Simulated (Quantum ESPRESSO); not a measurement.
# 1T-PtS2 on 2H-MoTe2, AA stacking: a series in the field along the normal, part 3 of 4

What law, if any, do the results for 1T-PtS2 on 2H-MoTe2, AA stacking follow against the field along the normal?

Quantum ESPRESSO 7.5; plane-wave DFT, PBE, GBRV ultrasoft pseudopotentials.

So far. Step 2 (Relaxing cell and ions of the reference):  The last row is no step: it is a fresh SCF in the final cell with a new plane-wave basis, +0 meV from the row before.

**5. Band structure, 0 V/Å**

Bands along a path place the edges.

Input file m0.bands.in:

```
&control
  prefix = 'm0.bands'
  outdir = './out'
  pseudo_dir = './pseudo'
  calculation = 'bands'
  tefield = .true.
  dipfield = .true.
/
&system
  ibrav = 0
  nat = 6
  ntyp = 4
  ecutwfc = 40
  ecutrho = 200
  occupations = 'smearing'
  smearing = 'fd'
  degauss = 0.002
  edir = 3
  emaxpos = 0.97
  eopreg = 0.04
  eamp = 0.0
  nbnd = 33
/
&electrons
  conv_thr = 1e-07
  mixing_beta = 0.4
  electron_maxstep = 120
  mixing_mode = 'local-TF'
/
ATOMIC_SPECIES
  Te  127.6000  te_pbe_v1.uspp.F.UPF
  Mo  95.9500  mo_pbe_v1.uspp.F.UPF
  S   32.0600  s_pbe_v1.4.uspp.F.UPF
  Pt  195.0840  pt_pbe_v1.4.uspp.F.UPF
CELL_PARAMETERS angstrom
  3.54401836200000 0.00000000000000 0.00000000000000
  -1.77200918100000 3.06920993300000 0.00000000000000
  0.00000000000000 0.00000000000000 25.98818902400000
ATOMIC_POSITIONS crystal
  Te  0.333333333300 0.666666666700 0.333612560900
  Mo  0.000000000000 0.000000000000 0.403313171900
  Te  0.333333333300 0.666666666700 0.472691348500
  S   0.666666666700 0.333333333300 0.583195550500
  Pt  0.000000000000 0.000000000000 0.630371281400
  S   0.333333333300 0.666666666700 0.678401632300
K_POINTS crystal_b
4
  0.0000000000 0.0000000000 0.0000000000 10
  0.5000000000 0.0000000000 0.0000000000 10
  0.3333333333 0.3333333333 0.0000000000 10
  0.0000000000 0.0000000000 0.0000000000 1
```

Launch:

```console
> cp -r out/m0.scf.save out/m0.bands.save
> cp out/m0.scf.xml out/m0.bands.xml
> OMP_NUM_THREADS=1 mpirun -n 4 pw.x -nk 4 -in m0.bands.in > m0.bands.out
```

The program printed:

```text
[banner, memory and clock lines left out]
Program PWSCF v.7.5 starts

          URL

     Presently no symmetry can be used with electric field

     Atomic positions and unit cell read from directory:
     ./out/m0.bands.save/

     G-vector sticks info

     bravais-lattice index     =            0
     lattice parameter (alat)  =       6.6972  a.u.
     unit-cell volume          =    1907.6345 (a.u.)^3
     number of atoms/cell      =            6
     number of atomic types    =            4
     number of electrons       =        54.00
     number of Kohn-Sham states=           33
     kinetic-energy cutoff     =      40.0000  Ry
     charge density cutoff     =     200.0000  Ry
     Exchange-correlation=  SLA  PW   PBX  PBC
                           (   1   4   3   4   0   0   0)

     celldm(1)=   6.697224  celldm(2)=   0.000000  celldm(3)=   0.000000
     celldm(4)=   0.000000  celldm(5)=   0.000000  celldm(6)=   0.000000

     crystal axes: (cart. coord. in units of alat)
               a(1) = (   1.000000   0.000000   0.000000 )
               a(2) = (  -0.500000   0.866025   0.000000 )
               a(3) = (   0.000000   0.000000   7.332972 )

     reciprocal axes: (cart. coord. in units 2 pi/alat)
               b(1) = (  1.000000  0.577350 -0.000000 )
               b(2) = (  0.000000  1.154701  0.000000 )
               b(3) = (  0.000000 -0.000000  0.136370 )

     PseudoPot. # 1 for Te read from file:
     ./pseudo/te_pbe_v1.uspp.F.UPF
     Pseudo is Ultrasoft + core correction, Zval =  6.0
     Generated by new atomic code, or converted to UPF format
     Using radial grid of  891 points,  5 beta functions with:
                l(1) =   0
                l(2) =   0
                l(3) =   1
                l(4) =   1
                l(5) =   2
     Q(r) pseudized with  6 coefficients,  rinner =    1.800   1.800   1.800
                                                       1.800   1.800

     PseudoPot. # 2 for Mo read from file:
     ./pseudo/mo_pbe_v1.uspp.F.UPF
     Pseudo is Ultrasoft + core correction, Zval = 14.0
     Generated by new atomic code, or converted to UPF format
     Using radial grid of  889 points,  6 beta functions with:
                l(1) =   0
                l(2) =   0
                l(3) =   1
                l(4) =   1
                l(5) =   2
                l(6) =   2
     Q(r) pseudized with  6 coefficients,  rinner =    1.000   1.000   1.000
                                                       1.000   1.000

     PseudoPot. # 3 for S  read from file:
     ./pseudo/s_pbe_v1.4.uspp.F.UPF
     Pseudo is Ultrasoft + core correction, Zval =  6.0
     Generated by new atomic code, or converted to UPF format
     Using radial grid of  907 points,  6 beta functions with:
                l(1) =   0
                l(2) =   0
                l(3) =   1
                l(4) =   1
                l(5) =   2
                l(6) =   2
     Q(r) pseudized with  8 coefficients,  rinner =    1.300   1.300   1.300
                                                       1.300   1.300

     PseudoPot. # 4 for Pt read from file:
     ./pseudo/pt_pbe_v1.4.uspp.F.UPF
     Pseudo is Ultrasoft + core correction, Zval = 16.0
     Generated by new atomic code, or converted to UPF format
     Using radial grid of  985 points,  6 beta functions with:
                l(1) =   0
                l(2) =   0
                l(3) =   1
                l(4) =   1
                l(5) =   2
                l(6) =   2
     Q(r) pseudized with  8 coefficients,  rinner =    1.300   1.300   1.300
                                                       1.300   1.300

     atomic species   valence    mass     pseudopotential
     Te                6.00   127.60000     Te( 1.00)
     Mo               14.00    95.95000     Mo( 1.00)
     S                 6.00    32.06000     S ( 1.00)
     Pt               16.00   195.08400     Pt( 1.00)

     No symmetry found

   Cartesian axes

     site n.     atom                  positions (alat units)
         1        Te     tau(   1) = (  -0.0000000   0.5773503   2.4463717  )
         2        Mo     tau(   2) = (   0.0000000   0.0000000   2.9574844  )
         3        Te     tau(   3) = (  -0.0000000   0.5773503   3.4662326  )
         4        S      tau(   4) = (   0.5000000   0.2886751   4.2765569  )
         5        Pt     tau(   5) = (   0.0000000   0.0000000   4.6224952  )
         6        S      tau(   6) = (  -0.0000000   0.5773503   4.9747005  )

     number of k points=    31  Fermi-Dirac smearing, width (Ry)=  0.0020
                       cart. coord. in units 2pi/alat
        k(    1) = (   0.0000000   0.0000000   0.0000000), wk =   0.0645161
        k(    2) = (   0.0500000   0.0288675   0.0000000), wk =   0.0645161
        k(    3) = (   0.1000000   0.0577350   0.0000000), wk =   0.0645161
        k(    4) = (   0.1500000   0.0866025   0.0000000), wk =   0.0645161
        k(    5) = (   0.2000000   0.1154701   0.0000000), wk =   0.0645161
        k(    6) = (   0.2500000   0.1443376   0.0000000), wk =   0.0645161
        k(    7) = (   0.3000000   0.1732051   0.0000000), wk =   0.0645161
        k(    8) = (   0.3500000   0.2020726   0.0000000), wk =   0.0645161
        k(    9) = (   0.4000000   0.2309401   0.0000000), wk =   0.0645161
        k(   10) = (   0.4500000   0.2598076   0.0000000), wk =   0.0645161
        k(   11) = (   0.5000000   0.2886751   0.0000000), wk =   0.0645161
        k(   12) = (   0.4833333   0.3175426   0.0000000), wk =   0.0645161
        k(   13) = (   0.4666667   0.3464102   0.0000000), wk =   0.0645161
        k(   14) = (   0.4500000   0.3752777   0.0000000), wk =   0.0645161
        k(   15) = (   0.4333333   0.4041452   0.0000000), wk =   0.0645161
        k(   16) = (   0.4166667   0.4330127   0.0000000), wk =   0.0645161
        k(   17) = (   0.4000000   0.4618802   0.0000000), wk =   0.0645161
        k(   18) = (   0.3833333   0.4907477   0.0000000), wk =   0.0645161
        k(   19) = (   0.3666667   0.5196152   0.0000000), wk =   0.0645161
        k(   20) = (   0.3500000   0.5484828   0.0000000), wk =   0.0645161
        k(   21) = (   0.3333333   0.5773503   0.0000000), wk =   0.0645161
        k(   22) = (   0.3000000   0.5196152   0.0000000), wk =   0.0645161
        k(   23) = (   0.2666667   0.4618802   0.0000000), wk =   0.0645161
        k(   24) = (   0.2333333   0.4041452   0.0000000), wk =   0.0645161
        k(   25) = (   0.2000000   0.3464102   0.0000000), wk =   0.0645161
        k(   26) = (   0.1666667   0.2886751   0.0000000), wk =   0.0645161
        k(   27) = (   0.1333333   0.2309401   0.0000000), wk =   0.0645161
[...]
-2.3440  -1.5154  -1.5106  -1.0993  -0.9400  -0.7796  -0.4150  -0.2491
     0.5895   1.2579   1.6399   3.4544   3.4812   3.8896   3.8926   5.1458
     5.6449

          k = 0.5000 0.2887 0.0000 (  8170 PWs)   bands (ev):

   -58.7009 -51.9020 -51.8858 -51.8003 -32.8622 -32.8353 -32.7712 -11.5646
   -11.1321  -8.6775  -8.3760  -5.4941  -4.0814  -3.6109  -3.1402  -2.9913
    -2.4186  -1.4794  -1.2253  -1.1762  -1.0941  -0.8003  -0.6294  -0.2768
     0.5619   1.3023   1.6745   3.4349   3.5577   3.9043   3.9117   5.1904
     5.6483

          k = 0.4833 0.3175 0.0000 (  8172 PWs)   bands (ev):

   -58.7009 -51.9020 -51.8860 -51.8003 -32.8618 -32.8352 -32.7721 -11.5591
   -11.1330  -8.6716  -8.3713  -5.4816  -4.0902  -3.6008  -3.1333  -2.9800
    -2.4163  -1.4943  -1.3024  -1.2189  -1.1499  -0.6927  -0.5673  -0.2945
     0.5639   1.1922   1.7147   3.4390   3.5638   3.8518   3.9160   5.2047
     5.5511

          k = 0.4667 0.3464 0.0000 (  8180 PWs)   bands (ev):

   -58.7008 -51.9017 -51.8864 -51.8003 -32.8607 -32.8350 -32.7745 -11.5427
   -11.1355  -8.6544  -8.3576  -5.4442  -4.1142  -3.5716  -3.1148  -2.9474
    -2.4111  -1.6354  -1.4729  -1.2223  -1.1584  -0.6166  -0.3968  -0.3272
     0.5678   0.9387   1.7723   3.4427   3.5824   3.7311   3.9106   5.2034
     5.3699

          k = 0.4500 0.3753 0.0000 (  8166 PWs)   bands (ev):

   -58.7007 -51.9014 -51.8871 -51.8003 -32.8587 -32.8347 -32.7783 -11.5169
   -11.1393  -8.6268  -8.3356  -5.3825  -4.1479  -3.5271  -3.0900  -2.8983
    -2.4098  -1.9266  -1.5101  -1.2392  -1.1547  -0.5674  -0.4021  -0.1904
     0.5651   0.6160   1.8123   3.4302   3.5695   3.6015   3.9185   4.9911
     5.3921

          k = 0.4333 0.4041 0.0000 (  8162 PWs)   bands (ev):

   -58.7006 -51.9009 -51.8880 -51.8002 -32.8560 -32.8343 -32.7834 -11.4834
   -11.1437  -8.5904  -8.3069  -5.2973  -4.1848  -3.4770  -3.0693  -2.8398
    -2.4400  -2.1747  -1.5343  -1.2732  -1.1448  -0.5958  -0.3721  -0.0641
     0.2546   0.5654   1.8400   3.3818   3.4155   3.5847   3.9710   4.7349
     5.4986

          k = 0.4167 0.4330 0.0000 (  8164 PWs)   bands (ev):

   -58.7004 -51.9002 -51.8892 -51.8002 -32.8526 -32.8338 -32.7895 -11.4454
   -11.1478  -8.5476  -8.2733  -5.1901  -4.2199  -3.4496  -3.0689  -2.7803
    -2.5439  -2.2760  -1.5532  -1.3191  -1.1402  -0.6751  -0.2865  -0.1721
     0.0779   0.5520   1.8660   3.2396   3.3519   3.5240   4.0724   4.5131
     5.6272

          k = 0.4000 0.4619 0.0000 (  8160 PWs)   bands (ev):

   -58.7002 -51.8995 -51.8904 -51.8001 -32.8487 -32.8333 -32.7963 -11.4066
   -11.1502  -8.5016  -8.2375  -5.0628  -4.2496  -3.5159  -3.0728  -2.7241
    -2.6039  -2.2926  -1.5705  -1.3725  -1.1549  -0.7521  -0.5171  -0.1784
     0.1032   0.5313   1.8984   3.1159   3.2875   3.4387   4.1952   4.3422
     5.7625

          k = 0.3833 0.4907 0.0000 (  8162 PWs)   bands (ev):

   -58.7001 -51.8987 -51.8918 -51.8001 -32.8443 -32.8329 -32.8034 -11.3719
   -11.1496  -8.4564  -8.2027  -4.9183  -4.2722  -3.7029  -3.0320  -2.6605
    -2.5881  -2.2955  -1.5943  -1.4282  -1.2152  -0.8265  -0.7817  -0.0754
     0.1051   0.5009   1.9404   3.0300   3.2204   3.3462   4.1867   4.3533
     5.8914

          k = 0.3667 0.5196 0.0000 (  8137 PWs)   bands (ev):

   -58.6999 -51.8977 -51.8931 -51.8000 -32.8398 -32.8325 -32.8102 -11.3456
   -11.1451  -8.4169  -8.1728  -4.7612  -4.2880  -3.9332  -2.9717  -2.5850
    -2.5478  -2.3012  -1.6377  -1.4802  -1.3451  -0.9488  -0.8435   0.0246
     0.0892   0.4561   1.9880   2.9856   3.1614   3.2559   4.0996   4.4726
     6.0003

          k = 0.3500 0.5485 0.0000 (  8141 PWs)   bands (ev):

   -58.6999 -51.8967 -51.8944 -51.8000 -32.8357 -32.8322 -32.8159 -11.3303
   -11.1389  -8.3889  -8.1518  -4.6011  -4.3058  -4.1398  -2.9254  -2.5373
    -2.4773  -2.3236  -1.7061  -1.5248  -1.4536  -0.9909  -0.8682   0.0691
     0.1184   0.3968   2.0295   2.9795   3.1234   3.1750   4.0480   4.5633
     6.0744

          k = 0.3333 0.5774 0.0000 (  8163 PWs)   bands (ev):

   -58.6998 -51.8957 -51.8956 -51.8000 -32.8337 -32.8321 -32.8184 -11.3254
   -11.1355  -8.3782  -8.1440  -4.4944  -4.3518  -4.2232  -2.9088  -2.5243
    -2.4154  -2.3616  -1.7441  -1.5461  -1.4834  -0.9987  -0.8762   0.0624
     0.1681   0.3558   2.0470   2.9895   3.1216   3.1236   4.0320   4.5985
     6.1010

          k = 0.3000 0.5196 0.0000 (  8167 PWs)   bands (ev):

   -58.7000 -51.8974 -51.8933 -51.8001 -32.8383 -32.8326 -32.8112 -11.3465
   -11.1543  -8.4310  -8.1814  -4.6894  -4.2717  -4.0220  -2.9663  -2.5774
    -2.5212  -2.2910  -1.6109  -1.4559  -1.3685  -0.9816  -0.8505  -0.0292
     0.1278   0.5045   1.9704   2.9169   3.2230   3.2466   4.0743   4.4497
     6.0034

          k = 0.2667 0.4619 0.0000 (  8149 PWs)   bands (ev):

   -58.7005 -51.8981 -51.8910 -51.8002 -32.8412 -32.8341 -32.7994 -11.4417
   -11.1881  -8.6027  -8.3000  -4.7634  -4.2475  -3.7637  -3.0541  -2.7077
    -2.5282  -2.2048  -1.3271  -1.2410  -1.1770  -0.8890  -0.7446  -0.2642
     0.2704   0.7243   1.8063   2.8430   3.3901   3.4461   4.0096   4.2486
     5.7871

          k = 0.2333 0.4041 0.0000 (  8139 PWs)   bands (ev):

   -58.7014 -51.8975 -51.8887 -51.8005 -32.8378 -32.8367 -32.7874 -11.6499
   -11.1908  -8.8828  -8.4906  -4.6610  -4.2647  -3.6407  -3.0858  -2.8331
    -2.4292  -1.9341  -1.2528  -1.0754  -0.9763  -0.7402  -0.3934  -0.2461
     0.4701   0.9402   1.6618   2.8299   3.3617   3.6265   3.7295   4.2937
     5.5843

          k = 0.2000 0.3464 0.0000 (  8131 PWs)   bands (ev):

   -58.7027 -51.8957 -51.8866 -51.8009 -32.8404 -32.8278 -32.7762 -11.9363
   -11.1675  -9.2281  -8.7256  -4.4677  -4.3311  -3.6636  -3.0715  -2.8914
    -2.1966  -1.5055  -1.3889  -1.1039  -0.7618  -0.3888   0.0269   0.1262
     0.6575   1.1437   1.5515   2.9027   3.1738   3.5319   3.7608   4.2968
     5.4843

          k = 0.1667 0.2887 0.0000 (  8125 PWs)   bands (ev):

   -58.7042 -51.8928 -51.8847 -51.8014 -32.8447 -32.8123 -32.7663 -12.2511
   -11.1318  -9.5884  -8.9729  -4.4676  -4.2997  -3.7597  -3.0094  -2.8079
    -2.0541  -1.3591  -1.1736  -0.9791  -0.5150   0.0630   0.4263   0.5087
     0.7791   1.3313   1.4482   3.0053   3.0883   3.5093   3.8463   4.2368
     5.4642

          k = 0.1333 0.2309 0.0000 (  8153 PWs)   bands (ev):

   -58.7058 -51.8894 -51.8832 -51.8019 -32.8494 -32.7936 -32.7580 -12.5542
   -11.0939  -9.9220  -9.2043  -4.5630  -4.3304  -3.9294  -2.7596  -2.6190
    -2.2301  -1.0806  -0.9671  -0.6554  -0.0710   0.4556   0.6363   0.7426
     0.8060   1.3516   1.5993   2.9304   3.3568   3.6903   4.0501   4.1987
     5.4347

          k = 0.1000 0.1732 0.0000 (  8141 PWs)   bands (ev):

   -58.7073 -51.8859 -51.8819 -51.8024 -32.8537 -32.7745 -32.7514 -12.8161
   -11.0626 -10.1995  -9.3995  -4.6264  -4.4360  -4.1428  -2.5260  -2.3904
    -2.3780  -0.8854  -0.4819  -0.4393   0.4387   0.6005   0.6647   0.7203
     0.8573   1.3930   1.8449   3.0911   3.6407   3.9995   4.2275   4.5027
     5.3454

          k = 0.0667 0.1155 0.0000 (  8167 PWs)   bands (ev):

   -58.7085 -51.8830 -51.8810 -51.8028 -32.8573 -32.7580 -32.7467 -13.0163
   -11.0448 -10.4016  -9.5453  -4.6507  -4.5410  -4.3310  -2.7300  -2.1749
    -2.1301  -0.6057  -0.2740  -0.0488   0.4961   0.6265   0.7135   0.8249
     0.8949   1.3739   2.0187   3.4676   3.8742   4.4324   4.5638   4.9203
     5.2173

          k = 0.0333 0.0577 0.0000 (  8189 PWs)   bands (ev):

   -58.7093 -51.8810 -51.8805 -51.8031 -32.8597 -32.7469 -32.7439 -13.1414
   -11.0406 -10.5198  -9.6347  -4.6478  -4.6142  -4.4575  -2.8790  -2.0124
    -1.9920  -0.4614  -0.0330   0.2502   0.3935   0.6541   0.6704   0.8938
     1.0679   1.2643   2.0435   3.8996   4.0494   4.8608   5.0530   5.1076
     5.2150

          k = 0.0000 0.0000 0.0000 (  8151 PWs)   bands (ev):

   -58.7096 -51.8803 -51.8803 -51.8032 -32.8605 -32.7430 -32.7430 -13.1839
   -11.0413 -10.5578  -9.6647  -4.6405  -4.6405  -4.5038  -2.9314  -1.9513
    -1.9513  -0.4512   0.1319   0.3565   0.3565   0.6459   0.6459   0.9894
     1.1349   1.1349   2.0239   4.1137   4.1137   5.0637   5.0637   5.3176
     5.3176

     XML data file, pseudopotentials, collected wavefunctions

                                        0.00s GPU  (     257 calls)
[key lines of the parts left out:]
Dipole field         -0.0003 Ry au,
```

Run time: 31 s. Hardware: 4 MPI ranks of Arm Neoverse V2, shared host; peak memory 0.46 GiB; 2.1 min of CPU time.

This step gave:

| Quantity | Value |
| --- | --- |
| gap by band count | 0.7401 eV |

Band numbers count within the set of bands kept for display. The electronic bands at the labelled points (eV, zero at the highest filled level of the SCF mesh; v1 is the highest filled band, c1 the lowest empty one):

| point | v4 | v3 | v2 | v1 | c1 | c2 | c3 | c4 |
| --- | --- | --- | --- | --- | --- | --- | --- | --- |
| Γ | -1.06 | -0.91 | -0.91 | -0.02 | 2.07 | 2.07 | 3.02 | 3.02 |
| halfway | -1.49 | -1.07 | -0.95 | -0.65 | 0.74 | 1.60 | 1.62 | 2.14 |
| M | -2.32 | -1.49 | -0.74 | -0.37 | 1.39 | 1.51 | 1.86 | 1.86 |
| halfway | -2.22 | -1.97 | -1.50 | -0.18 | 1.19 | 1.30 | 1.48 | 2.03 |
| K | -1.98 | -1.88 | -1.69 | 0.00 | 0.94 | 1.07 | 1.08 | 1.98 |
| halfway | -1.54 | -1.27 | -0.72 | -0.60 | 0.96 | 1.04 | 1.46 | 1.80 |
| Γ | -1.06 | -0.91 | -0.91 | -0.02 | 2.07 | 2.07 | 3.02 | 3.02 |

Along this path the valence top lies at K and the conduction bottom between Γ and M. The valence levels at K and Γ lie only 0.02 eV apart, so strain, functional or spin-orbit coupling can change their order.

(Continued in part 4 of 4.)

[Logs are printed without paths, hosts, clocks, repeated set-up lines and the standing remarks that a program may print on its own settings, such as how far it seeks lower states.]

[Hosts, paths, dates, database ids (printed as entryN), source tags and the programs' standing remarks are cut or masked in the printed files.]

[Maps of the electrostatic potential energy from Ansatz leave out the sawtooth potential of an applied field or a dipole correction, so their vacuum need not be flat; planar profiles and work functions include it.]
